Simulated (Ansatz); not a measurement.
Planning a GW calculation on SiC (Moissanite).

```yaml
crystal:
  lattice:
    - [3.08100, 0.00000, 0.00000]
    - [-1.54050, 2.66822, 0.00000]
    - [0.00000, 0.00000, 15.12480]
  atoms:
    - { symbol: Si, position: [0.00000, 0.00000, 0.00000] }
    - { symbol: Si, position: [0.00000, 0.00000, 0.50000] }
    - { symbol: Si, position: [0.33333, 0.66667, 0.16640] }
    - { symbol: Si, position: [0.66667, 0.33333, 0.66640] }
    - { symbol: Si, position: [0.66667, 0.33333, 0.33290] }
    - { symbol: Si, position: [0.33333, 0.66667, 0.83290] }
    - { symbol: C, position: [0.33333, 0.66667, 0.04120] }
    - { symbol: C, position: [0.66667, 0.33333, 0.54120] }
    - { symbol: C, position: [0.66667, 0.33333, 0.20800] }
    - { symbol: C, position: [0.33333, 0.66667, 0.70800] }
    - { symbol: C, position: [0.00000, 0.00000, 0.37460] }
    - { symbol: C, position: [0.00000, 0.00000, 0.87460] }
```

The cell and positions come from the Crystallography Open Database and are kept as given unless a step says otherwise.

Runs so far (Ansatz 0.2.0, start PBE, hard PAW files, 6×6×2 mesh). Times are wall times on 1 × NVIDIA H100 80GB HBM3 (shared by 3 runs) with 4 threads of AMD EPYC 7R13 (Zen 3), shared host, good to a factor of about two.

| bands summed | cutoff (eV) | gap on the mesh (eV) | time |
| --- | --- | --- | --- |
| 349 | 110 | 2.765 | 21 s |
| 763 | 190 | 2.912 | 49 s |

What should the next rung give, with 1276 bands and screening to 270 eV, and where is the limit?

The error falls about as one over the bands when the cutoff rises with them. A line through the two highest rungs given predicts 2.961 eV; the run gave 2.968 eV, close to it. The two highest rungs put the limit near 3.053 eV, the pair below near 3.035 eV; their difference is a rough measure of what is unsettled in bands and cutoff; the mesh is a separate error.

Gaps are over the mesh's points; an edge off the mesh would be missed. Limits: not at the basis limit.

[Paths, hosts, dates, memory and timing lines, banners, echoed tables and standing remarks are left out of the program output.]

[Logs are printed without paths, hosts, clocks, repeated set-up lines and the standing remarks that a program may print on its own settings, such as how far it seeks lower states.]

[Runs of the session that timed out or met a known fault of the program may be left out.]

[Cells called generated may have been cut or substituted from an entry of the Crystallography Open Database or the Materials Project.]

[Hosts, paths, dates, database ids (printed as entryN), source tags and the programs' standing remarks are cut or masked in the printed files.]
